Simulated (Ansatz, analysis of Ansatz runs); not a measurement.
## N-H pair in ZnSe: local vibrational mode against experiment

Aim: the local vibrational mode of the N-H pair in ZnSe, to be set beside the measurement. Set-up: HSE06, 32-site cell, PBE lattice, 420 eV, k: the zone centre alone, anharmonic cut. The model is a cell of 32 host atoms with N put on another atom's site and H put in between. The frequencies come from force constants among the defect atom and its neighbours, with the masses of the isotopes named. Exact exchange opens the gap, stiffens bonds and lessens the self-interaction error, at many times the cost.

Measured beforehand: N-H stretch, 1H: 3194 cm⁻¹ at 9 K, by FTIR absorption and Raman spectroscopy (quoted in “Hydrogen in Compound Semiconductors”, 1993, E.E. Haller, quoting earlier work). N-H wag, 1H: 783 cm⁻¹ at 9 K, by FTIR absorption and Raman spectroscopy (quoted in “Hydrogen in Compound Semiconductors”, 1993, E.E. Haller, quoting earlier work). The calculation is set beside it at the end.

Calculated with Ansatz 0.2.0; plane-wave PAW DFT, HSE06; relaxation of all atoms of a defect supercell.

## 1. The starting structure

The cell holds 33 atoms: 16 Zn, 15 Se, 1 N and 1 H. Cell: a = 9.928 Å, b = 9.928 Å, c = 9.928 Å, α = 109.5°, β = 109.5°, γ = 109.5°. It derives from ZnSe (space group F-43m). Nearest the centre at fractional (0.460, 0.710, 0.460): H33 at 0.39 Å, N28 at 0.64 Å, Zn7 at 2.54 Å, Zn16 at 2.64 Å, Zn9 at 2.64 Å, Zn12 at 2.64 Å, Se23 at 3.74 Å, Se19 at 3.74 Å.

The host's primitive cell comes from a first run (plane-wave PAW DFT, PBE; relaxation of the host's cell and atoms): vectors of 4.053, 4.053 and 4.053 Å. That is 23.54 Å³ an atom, 3.4 % over the diffraction cell's volume. The supercell is built on it.

## 2. Relaxation, charge 0

Every later number rests on the structure around the defect, so the atoms are relaxed at the host's lattice first.

relax/input.yaml reads:

```yaml
relax:
  f_tol: 0.01
  max_steps: 80
  random_displacement: { amplitude: 0.02, seed: 695 }
crystal:
  lattice:
    - [-5.73182924, 5.73182924, -5.73182924]
    - [5.73182924, 5.73182924, 5.73182924]
    - [5.73182924, -5.73182924, -5.73182924]
  atoms:
    - { symbol: Zn, position: [0.0, 0.0, 0.0] }
    - { symbol: Zn, position: [0.0, 0.25, 0.75] }
    - { symbol: Zn, position: [0.0, 0.5, 0.5] }
    - { symbol: Zn, position: [0.0, 0.75, 0.25] }
    - { symbol: Zn, position: [0.25, 0.0, 0.75] }
    - { symbol: Zn, position: [0.25, 0.25, 0.5] }
    - { symbol: Zn, position: [0.204674156, 0.454674156, 0.204674156] }
    - { symbol: Zn, position: [0.25, 0.75, 0.0] }
    - { symbol: Zn, position: [0.5, 0.0, 0.5] }
    - { symbol: Zn, position: [0.5, 0.25, 0.25] }
    - { symbol: Zn, position: [0.5, 0.5, 0.0] }
    - { symbol: Zn, position: [0.5, 0.75, 0.75] }
    - { symbol: Zn, position: [0.75, 0.0, 0.25] }
    - { symbol: Zn, position: [0.75, 0.25, 0.0] }
    - { symbol: Zn, position: [0.75, 0.5, 0.75] }
    - { symbol: Zn, position: [0.75, 0.75, 0.5] }
    - { symbol: Se, position: [0.0, 0.0, 0.75] }
    - { symbol: Se, position: [0.0, 0.25, 0.5] }
    - { symbol: Se, position: [0.0, 0.5, 0.25] }
    - { symbol: Se, position: [0.0, 0.75, 0.0] }
    - { symbol: Se, position: [0.25, 0.0, 0.5] }
    - { symbol: Se, position: [0.25, 0.25, 0.25] }
    - { symbol: Se, position: [0.25, 0.5, 0.0] }
    - { symbol: Se, position: [0.25, 0.75, 0.75] }
    - { symbol: Se, position: [0.5, 0.0, 0.25] }
    - { symbol: Se, position: [0.5, 0.25, 0.0] }
    - { symbol: Se, position: [0.5, 0.5, 0.75] }
    - { symbol: "N", position: [0.525175209, 0.775175209, 0.525175209] }
    - { symbol: Se, position: [0.75, 0.0, 0.0] }
    - { symbol: Se, position: [0.75, 0.25, 0.75] }
    - { symbol: Se, position: [0.75, 0.5, 0.5] }
    - { symbol: Se, position: [0.75, 0.75, 0.25] }
    - { symbol: H, position: [0.420543, 0.670543, 0.420543] }
basis:
  ecutwfc: 420
  xc_grid: 2
hamiltonian:
  xc: hse06
kpoints:
  mp_grid: { grid: [1, 1, 1] }
scf:
  occupations: { method: fermi_dirac, width: 0.01 }
  max_iter: 120
output:
  forces: true
checkpoint:
  write: "../relax.run"
  compress: false
  write_wavefunctions: true
  write_every: 100000
```

Command:

```bash
$ ansatz run input.yaml --threads 4 --pin off --max-ram 7536MiB --backend cpu --events-out ev --progress --plain --runs-dir out
```

Numbers of over 12 decimals in the logs are rounded to 6 here.

The program printed:

```text
[... repeated set-up lines and file paths are left out, and long positions are rounded to six places ...]
exact exchange: scf.exx.singularity resolves to wigner_seitz, which cuts the screened interaction at the faces of the exchange supercell's Wigner-Seitz cell, so that each pair interacts once, at the shortest of its separations (the periodic images that this [...]
Engine: ansatz 0.2.0, aarch64-unknown-linux-gnu
Pseudopotentials: kind: paw
Pseudopotential: Zn, paw, valence charge 12, recommended cutoff 420 eV (normal), Zn.paw.azcp
Pseudopotential: Se, paw, valence charge 16, recommended cutoff 420 eV (normal), Se.paw.azcp
Pseudopotential: N, paw, valence charge 5, recommended cutoff 420 eV (normal), N.paw.azcp
Pseudopotential: H, paw, valence charge 1, recommended cutoff 420 eV (normal), H.paw.azcp
Functional definition: HSE06
  parameter a = 0.25
  parameter omega = 0.11/bohr
  exchange = pbe_x - a*pbe_x_sr(omega) + a*exact_x_sr(omega)
  correlation = pbe_c
Crystal: 33 atoms, lattice volume = 753.251 Å³
Basis set: ecut = 420 eV, 14771 PW (Γ), exchange–correlation on 144×144×144 points (8 copies of the dense FFT grid, shifted against one another)
Bands: 263, of which v1, the nominal top of the filled ones, is band 219 counted from 1 (218 counted from 0)
Symmetry: 1 space group operations
k-points: 1
Non-local potential: Zn, projectors of the file, l = 0: 2, l = 1: 2, l = 2: 3, l = 3: 1
Non-local potential: Se, projectors of the file, l = 0: 2, l = 1: 2, l = 2: 3, l = 3: 1
Non-local potential: N, projectors of the file, l = 0: 2, l = 1: 2, l = 2: 1
Non-local potential: H, projectors of the file, l = 0: 2, l = 1: 1
PAW form: soft (Blöchl's): semilocal exchange-correlation on the pseudo side does not see the compensation charge
PAW frozen core: Zn, regenerated for the run's functional, and the local potential with it (the file was generated under x = pbe(κ = 0.804, μ = 0.219515), c = pbe(β = 0.066725))
PAW frozen core: Se, regenerated for the run's functional, and the local potential with it (the file was generated under x = pbe(κ = 0.804, μ = 0.219515), c = pbe(β = 0.066725))
PAW frozen core: N, regenerated for the run's functional, and the local potential with it (the file was generated under x = pbe(κ = 0.804, μ = 0.219515), c = pbe(β = 0.066725))
PAW one-centre angular grid: Zn, 590 points (default); XC on 64 Gauss nodes
PAW one-centre angular grid: Se, 590 points (default); XC on 64 Gauss nodes
PAW one-centre angular grid: N, 110 points (default); XC on 64 Gauss nodes
PAW one-centre angular grid: H, 110 points (default); XC on 64 Gauss nodes
Initial density: superposition of atomic densities (neutral atoms: chi_scale 0, normalization atom), corrected by the library's trained network
Initial wavefunctions: pseudopotential atomic-orbital guess
Functional: x = pbe(κ = 0.804, μ = 0.219515), c = pbe(β = 0.066725), warm-up for x = pbe(κ = 0.804, μ = 0.219515) + 0.25 (exact − pbe) at short range (hse, ω = 0.207870 Å⁻¹), c = pbe(β = 0.066725); [...]
SCF iter   1: F=—  HF=-135558.388510 eV  |F-HF|=—  |Δ(HF+E_count)|=         —  Δρ=3.92e-3  dr2=1.86e-1  ethr=1.77e-3  ⟨swp⟩=17.0  Hψ=1254  notcnv=0
preconditioner: auto → none  [insulator: Δε(μ)=0.881 eV  Ē_g=10.808 eV  σ=0.010 eV  W_gap=1.00  n_scr=200 (ndim 8)  ℏωp=23.0 eV  f_vac=0.132  D(μ)=0.00/eV (n_scr^D=0)]
SCF iter   2: F=—  HF=-135558.426227 eV  |F-HF|=—  |Δ(HF+E_count)|=   3.77e-2  Δρ=6.19e-3  dr2=4.45e-1  ethr=4.25e-5  ⟨swp⟩=8.0  Hψ=732  notcnv=0
iter 3 solved again at ethr=2.62e-6 eV; its pass at ethr=4.25e-5 eV (dr2=1.15e-2 eV) is discarded
SCF iter   3: F=—  HF=-135558.355468 eV  |F-HF|=—  |Δ(HF+E_count)|=   7.08e-2  Δρ=9.62e-4  dr2=1.16e-2  ethr=2.62e-6  ⟨swp⟩=9.0  Hψ=1191  notcnv=0  defer=1
SCF iter   4: F=—  HF=-135558.354364 eV  |F-HF|=—  |Δ(HF+E_count)|=   1.10e-3  Δρ=4.42e-4  dr2=1.13e-3  ethr=2.62e-6  ⟨swp⟩=6.0  Hψ=695  notcnv=0
SCF iter   5: F=—  HF=-135558.354291 eV  |F-HF|=—  |Δ(HF+E_count)|=   7.34e-5  Δρ=1.13e-4  dr2=7.52e-5  ethr=2.57e-7  ⟨swp⟩=6.0  Hψ=699  notcnv=0  defer=3
SCF iter   6: F=—  HF=-135558.354303 eV  |F-HF|=—  |Δ(HF+E_count)|=   1.20e-5  Δρ=3.56e-5  dr2=1.43e-5  ethr=1.72e-8  ⟨swp⟩=5.0  Hψ=578  notcnv=0  defer=1
SCF iter   7: F=—  HF=-135558.354304 eV  |F-HF|=—  |Δ(HF+E_count)|=   1.80e-6  Δρ=1.43e-5  dr2=1.70e-6  ethr=3.26e-9  ⟨swp⟩=5.0  Hψ=625  notcnv=0  defer=1
SCF iter   8: F=—  HF=-135558.354305 eV  |F-HF|=—  |Δ(HF+E_count)|=   7.62e-7  Δρ=6.21e-6  dr2=2.15e-7  ethr=3.87e-10  ⟨swp⟩=5.0  Hψ=599  notcnv=0  defer=1
SCF iter   9: F=-135558.354305 eV  HF=-135558.354305 eV  |F-HF|=1.19e-9  |Δ(HF+E_count)|=   1.97e-7  Δρ=2.25e-6  dr2=3.98e-8  ethr=4.91e-11  ⟨swp⟩=5.0  Hψ=629  notcnv=0  defer=1
SCF 1 converged in 9 iterations: F = -135558.354305 eV  dr2 = 3.98e-8
  greatest PAW one-centre occupation: 1.000 electrons in one spin orbital (limit 2), on the Se atom at site 18 (counted from 0), in its partial waves of l = 2
Initial density: handed on by an earlier stage of this run
Initial wavefunctions: those handed on with the density
Functional: x = pbe(κ = 0.804, μ = 0.219515) + 0.25 (exact − pbe) at short range (hse, ω = 0.207870 Å⁻¹), c = pbe(β = 0.066725); HSE06 as pw.x's `hse` composes it (authors' and Libxc's form: `xc: wpbeh`)
Exchange kernel: α = 0.2500, screened, ω = 0.2079 Å⁻¹, Wigner–Seitz truncation, v(0) = 869.9606 eV·Å³, q-mesh 1×1×1, nearest image of the exchange supercell L = 9.93 Å, pair-density grid 40×40×40, without the augmentation charges, whose exchange is taken in [...]
Frozen-core exchange: fock
iter 1 solved again at ethr=2.53e-4 eV; its pass at ethr=1.00e-1 eV (dr2=1.11e0 eV) is discarded
SCF iter   1: F=—  HF=-135583.361029 eV  |F-HF|=—  |Δ(HF+E_count)|=         —  Δρ=1.97e-2  dr2=1.50e0  ethr=2.53e-4  ⟨swp⟩=4.0  Hψ=1307  notcnv=0
SCF iter   2: F=—  HF=-135582.878826 eV  |F-HF|=—  |Δ(HF+E_count)|=   4.82e-1  Δρ=2.98e-3  dr2=9.22e-2  ethr=2.53e-4  ⟨swp⟩=4.0  Hψ=778  notcnv=0
SCF iter   3: F=—  HF=-135582.965531 eV  |F-HF|=—  |Δ(HF+E_count)|=   8.67e-2  Δρ=4.28e-3  dr2=6.62e-2  ethr=1.68e-5  ⟨swp⟩=5.0  Hψ=826  notcnv=0
SCF iter   4: F=—  HF=-135582.958688 eV  |F-HF|=—  |Δ(HF+E_count)|=   6.84e-3  Δρ=1.99e-3  dr2=1.90e-2  ethr=1.37e-5  ⟨swp⟩=3.0  Hψ=535  notcnv=0
SCF iter   5: F=—  HF=-135582.963064 eV  |F-HF|=—  |Δ(HF+E_count)|=   4.38e-3  Δρ=1.39e-3  dr2=2.79e-2  ethr=2.91e-6  ⟨swp⟩=4.0  Hψ=682  notcnv=0
SCF iter   6: F=—  HF=-135582.958328 eV  |F-HF|=—  |Δ(HF+E_count)|=   4.74e-3  Δρ=2.74e-4  dr2=1.36e-3  ethr=2.91e-6  ⟨swp⟩=5.0  Hψ=585  notcnv=0
SCF iter   7: F=—  HF=-135582.974327 eV  |F-HF|=—  |Δ(HF+E_count)|=   1.60e-2  Δρ=7.45e-4  dr2=2.35e-3  ethr=7.78e-8  ⟨swp⟩=5.0  Hψ=950  notcnv=0
[...]
relax step   6: F+E_penalty+E_count = -135584.72158194 eV  Δ(F+E_penalty+E_count) = -1.007e-3 eV  max|allowed force component| = 1.719e-1 eV/Å  Δτ_max = 0.0151 Å  (16 SCF iters, dr2 threshold 1.21e-6 eV, accepted)
relax step   7: F+E_penalty+E_count = -135584.72264241 eV  Δ(F+E_penalty+E_count) = -1.060e-3 eV  max|allowed force component| = 9.964e-3 eV/Å  Δτ_max = 0.0158 Å  (14 SCF iters, dr2 threshold 5.05e-6 eV, accepted)
iter 1 solved again at ethr=1.00e-12 eV; its pass at ethr=1.00e-1 eV (dr2=3.19e-9 eV) is discarded
SCF iter   1: F=—  HF=-135584.722642 eV  |F-HF|=—  |Δ(HF+E_count)|=         —  Δρ=7.44e-7  dr2=4.95e-9  ethr=2.65e-12 (applied; sched 1.00e-12)  ⟨swp⟩=20.0  Hψ=1145  notcnv=2
SCF iter   2: F=-135584.722642 eV  HF=-135584.722642 eV  |F-HF|=9.02e-10  |Δ(HF+E_count)|=   1.11e-9  Δρ=3.29e-7  dr2=1.47e-9  ethr=4.95e-12 (applied; sched 1.00e-12)  ⟨swp⟩=3.0  Hψ=495  notcnv=0
SCF 23 converged in 2 iterations: F = -135584.722642 eV  dr2 = 1.47e-9
  Residual-converged pass: ⟨swp⟩=2.0  Hψ=472  notcnv=0  max |occ|·‖R‖ = 4.7e-6 eV (tolerance 6.7e-6 eV)  dr2=1.81e-9  dr2_onsite=1.99e-10  max |Δocc| = 0.0e0
hybrid outer 1: dexx = +1.983e-10 eV, tail = 2.49e-9 eV
SCF iter   1: F=—  HF=-135584.722642 eV  |F-HF|=—  |Δ(HF+E_count)|=         —  Δρ=4.00e-7  dr2=1.86e-9  ethr=2.85e-12  ⟨swp⟩=20.0  Hψ=796  notcnv=1
SCF iter   2: F=-135584.722642 eV  HF=-135584.722642 eV  |F-HF|=5.82e-10  |Δ(HF+E_count)|=  4.66e-10  Δρ=2.26e-7  dr2=6.81e-10  ethr=4.88e-12 (applied; sched 1.00e-12)  ⟨swp⟩=3.0  Hψ=488  notcnv=0
SCF 24 converged in 2 iterations: F = -135584.722642 eV  dr2 = 6.81e-10
  Residual-converged pass: ⟨swp⟩=4.0  Hψ=692  notcnv=0  max |occ|·‖R‖ = 2.2e-7 eV (tolerance 2.5e-7 eV)  dr2=8.64e-10  dr2_onsite=5.64e-11  max |Δocc| = 0.0e0
hybrid outer 2: dexx = +1.560e-10 eV, tail = 1.46e-9 eV, Δε = 5.06e-5 eV (about 2.17e-4 eV left of the loop's levels), ΔF = 3.76e-5 eV/Å (tail 7.24e-4)
relax step   8: F+E_penalty+E_count = -135584.72264242 eV  Δ(F+E_penalty+E_count) = -1.193e-9 eV  max|allowed force component| = 9.956e-3 eV/Å  Δτ_max = 0.0000 Å  (4 SCF iters, accepted)
hybrid SCF converged: 2 outer / 4 inner (+0 warm-up), last move |dexx| = 1.56e-10 eV, tail = 1.46e-9 eV
Stability not checked: this state was not tested for a lower state beside it, because the functional holds exact exchange (a hybrid, or Hartree-Fock), whose exchange loop this test does not read (fock_operator; see scf.lower_state_search)
Free energy (F): -135584.722642 eV
Harris-Foulkes:  -135584.722642 eV  (|F-HF|=5.82e-10)
Internal energy: -135584.722642 eV  (E = F + TS)
E sigma→0 (E₀):  -135584.722642 eV
Fermi energy:    6.519600 eV
--- Per-component energies (eV) ---
  E_band       = -7089.757561
  E_kinetic    = 3997.780104
  E_local      = -69710.555472  (includes V_loc(G=0)·N_el)
  E_nonlocal   = 1009.136955
  E_hartree    = 32214.467355
  E_xc         = -3040.681932
  E_vxc        = -1901.169961  (∫ρ·V_xc dr)
  E_exx        = -1708.474351  (= α·E_x^exact, valence–valence)
  E_paw        = -57179.889285  (= ΣΔE_a)
  E_vpaw       = -1496.919429  (= ΣTr[D̂ρ^β])
  E_aug_tail   = -0.015680  (compensation charges beyond the density's cutoff)
  E_ewald      = -41160.654178
  E_core_change = -5.836175  (= ΣΔE_core)
  E_smearing   = -0.000000  (= −TS)
  E_closure    = 0.000017  (closes the sum)
  Σ components = -135584.722642   (vs F -135584.722642, Δ=0.00e0)
--- Forces (eV/Å), atoms counted from 1 ---
  atom   1  Zn     0.00166829     0.00116734    -0.00647393
  atom   2  Zn     0.00157674     0.00632183    -0.00140550
  atom   3  Zn    -0.00143305     0.00137584    -0.00020168
  atom   4  Zn    -0.00141938     0.00027831    -0.00141443
  atom   5  Zn    -0.00558716     0.00212142    -0.00190334
  atom   6  Zn    -0.00004919     0.00098818     0.00118261
  atom   7  Zn     0.00651148     0.00645547    -0.00693743
  atom   8  Zn    -0.00003648    -0.00151315    -0.00085725
  atom   9  Zn    -0.00027582    -0.00066574     0.00321550
  atom  10  Zn     0.00097793    -0.00005314     0.00167913
  atom  11  Zn     0.00067724    -0.00140043    -0.00009097
  atom  12  Zn    -0.00025406    -0.00288904     0.00044482
  atom  13  Zn     0.00144779    -0.00505033    -0.00157818
  atom  14  Zn     0.00656080     0.00130968    -0.00145753
  atom  15  Zn     0.00158055     0.00169533     0.00540227
  atom  16  Zn    -0.00321823    -0.00051913     0.00037714
  atom  17  Se     0.00476479    -0.00716807     0.00724348
  atom  18  Se    -0.00133206     0.00023984     0.00173112
  atom  19  Se    -0.00211675    -0.00637182     0.00635434
  atom  20  Se    -0.00135036    -0.00159805    -0.00009172
  atom  21  Se     0.00155597    -0.00163615    -0.00035349
  atom  22  Se    -0.00604736    -0.00637136     0.00229212
  atom  23  Se    -0.00617237    -0.00189969     0.00642194
  atom  24  Se     0.00163654     0.00043671     0.00155338
  atom  25  Se    -0.00111456     0.00199799    -0.00097785
  atom  26  Se    -0.00007427    -0.00168142     0.00143898
  atom  27  Se    -0.00103477     0.00047420    -0.00180096
  atom  28  N      0.00876126     0.00995587    -0.00942183
  atom  29  Se    -0.00623371     0.00475745     0.00618298
  atom  30  Se    -0.00671069    -0.00642327    -0.00482708
  atom  31  Se     0.00099332    -0.00139496    -0.00237445
  atom  32  Se     0.00113800     0.00215455     0.00146227
  atom  33  H      0.00461164     0.00490874    -0.00481684
  max |Σ_I F_I| component: 3.04e-6 eV/Å
--- Band table (eV) ---
  k-point 0: bands = ["-44.9944", "-44.9943", "-44.9943", "-44.9836", [... 231 left out ...] "10.7886", "10.9100", "10.9103", "11.9312"]
  guard bands above this table: 24 of the run's 263 bands. The solve was not asked for them (output.publish_guard_bands: true or output.eigenvalues: true publishes all)
--- Relaxed structure (8 steps of the walk, 8 accepted, 0 SCFs on fresh bases) ---
  F+E_penalty+E_count = -135584.72264242 eV   max|allowed force component| = 9.956e-3 eV/Å
  atoms:
    - { symbol: Zn, position: [-0.002261, -0.006056, -0.002094] }
    - { symbol: Zn, position: [-0.002265, 0.247745, 0.744098] }
    - { symbol: Zn, position: [5.9708581597499224e-5, 0.503655, 0.507580] }
    - { symbol: Zn, position: [6.659033949529825e-5, 0.757420, 0.253825] }
    - { symbol: Zn, position: [0.244748, -0.006452, 0.743716] }
    - { symbol: Zn, position: [0.253645, 0.250090, 0.507568] }
    - { symbol: Zn, position: [0.179159, 0.429177, 0.179336] }
    - { symbol: Zn, position: [0.253650, 0.757415, 0.000255] }
    - { symbol: Zn, position: [0.515579, -0.026577, 0.515763] }
    - { symbol: Zn, position: [0.507412, 0.250084, 0.253822] }
    - { symbol: Zn, position: [0.507397, 0.503662, 0.000249] }
    - { symbol: Zn, position: [0.515564, 0.765577, 0.723586] }
    - { symbol: Zn, position: [0.743526, -0.006464, 0.244923] }
    - { symbol: Zn, position: [0.743937, 0.247746, -0.002091] }
    - { symbol: Zn, position: [0.743542, 0.494768, 0.743710] }
    - { symbol: Zn, position: [0.723389, 0.765603, 0.515765] }
    - { symbol: Se, position: [-0.000980, 0.000922, 0.751083] }
    - { symbol: Se, position: [-0.002149, 0.247860, 0.495808] }
    - { symbol: Se, position: [-0.005200, 0.500445, 0.250609] }
    - { symbol: Se, position: [-0.002143, 0.745654, -0.001967] }
    - { symbol: Se, position: [0.258871, -0.002383, 0.500731] }
    - { symbol: Se, position: [0.250433, 0.244810, 0.250597] }
    - { symbol: Se, position: [0.250423, 0.500434, -0.005033] }
    - { symbol: Se, position: [0.258863, 0.750559, 0.747776] }
    - { symbol: Se, position: [0.500543, -0.002398, 0.259043] }
    - { symbol: Se, position: [0.495646, 0.247873, -0.001969] }
    - { symbol: Se, position: [0.500550, 0.508877, 0.747766] }
    - { symbol: N, position: [0.537870, 0.787903, 0.538077] }
    - { symbol: Se, position: [0.750901, 0.000910, -0.000819] }
    - { symbol: Se, position: [0.750909, 0.249029, 0.751081] }
    - { symbol: Se, position: [0.747585, 0.508884, 0.500714] }
    - { symbol: Se, position: [0.747585, 0.750549, 0.259046] }
    - { symbol: H, position: [0.435360, 0.685402, 0.435574] }
```

Elapsed: 11 min, on 4 threads of Arm Neoverse V1, shared host; peak memory 1.8 GiB.

The steps of the relaxation:

```
step  energy less that of the first step (eV)  largest force component (eV/Å)
   1                                   0.0000                          1.4911
   2                                  -1.1506                          1.1024
   3                                  -1.6860                          0.2777
   4                                  -1.7398                          0.2035
   5                                  -1.7524                          0.0841
   6                                  -1.7534                          0.1719
   7                                  -1.7545                          0.0100
   8                                  -1.7545                          0.0100
```

The atoms that moved most (Å, from the sites as typed, ahead of the random displacement, the mean shift of all atoms taken out):

```
atom      dx      dy      dz  length
Zn16   0.331  -0.153   0.153   0.395
 Zn9  -0.153  -0.153  -0.331   0.395
Zn12  -0.153   0.331   0.153   0.395
 Zn7  -0.147  -0.147   0.147   0.254
 H33   0.085   0.085  -0.085   0.147
 N28   0.073   0.072  -0.073   0.126
Se31   0.067   0.034   0.062   0.098
Se32   0.067  -0.062  -0.034   0.098
```

Neighbours of the ideal centre at the end:

```
atom  distance (Å)
 H33         0.246
 N28         0.771
Zn16         2.305
 Zn9         2.305
Zn12         2.307
 Zn7         2.790
Se23         3.781
Se22         3.782
Se19         3.782
```

Neighbours of the added atoms: H33: N28 1.02, Zn12 2.45, Zn9 2.45 Å.

Read from the output:

| Quantity | Value |
| --- | --- |
| free energy | -135584.7226 eV |

The relaxation ends 53 meV an atom lower than the displaced start, with a largest force component of 0.0100 eV/Å.

(Part 1 of 2 ends here.)

[Logs are printed without paths, hosts, clocks, repeated set-up lines and the standing remarks that a program may print on its own settings, such as how far it seeks lower states.]

[Hosts, paths, dates, database ids (printed as entryN), source tags and the programs' standing remarks are cut or masked in the printed files.]

[For some hosts the program warned that the k-mesh of the response run may be too coarse for force constants and the static dielectric constant; such warnings are not shown here.]
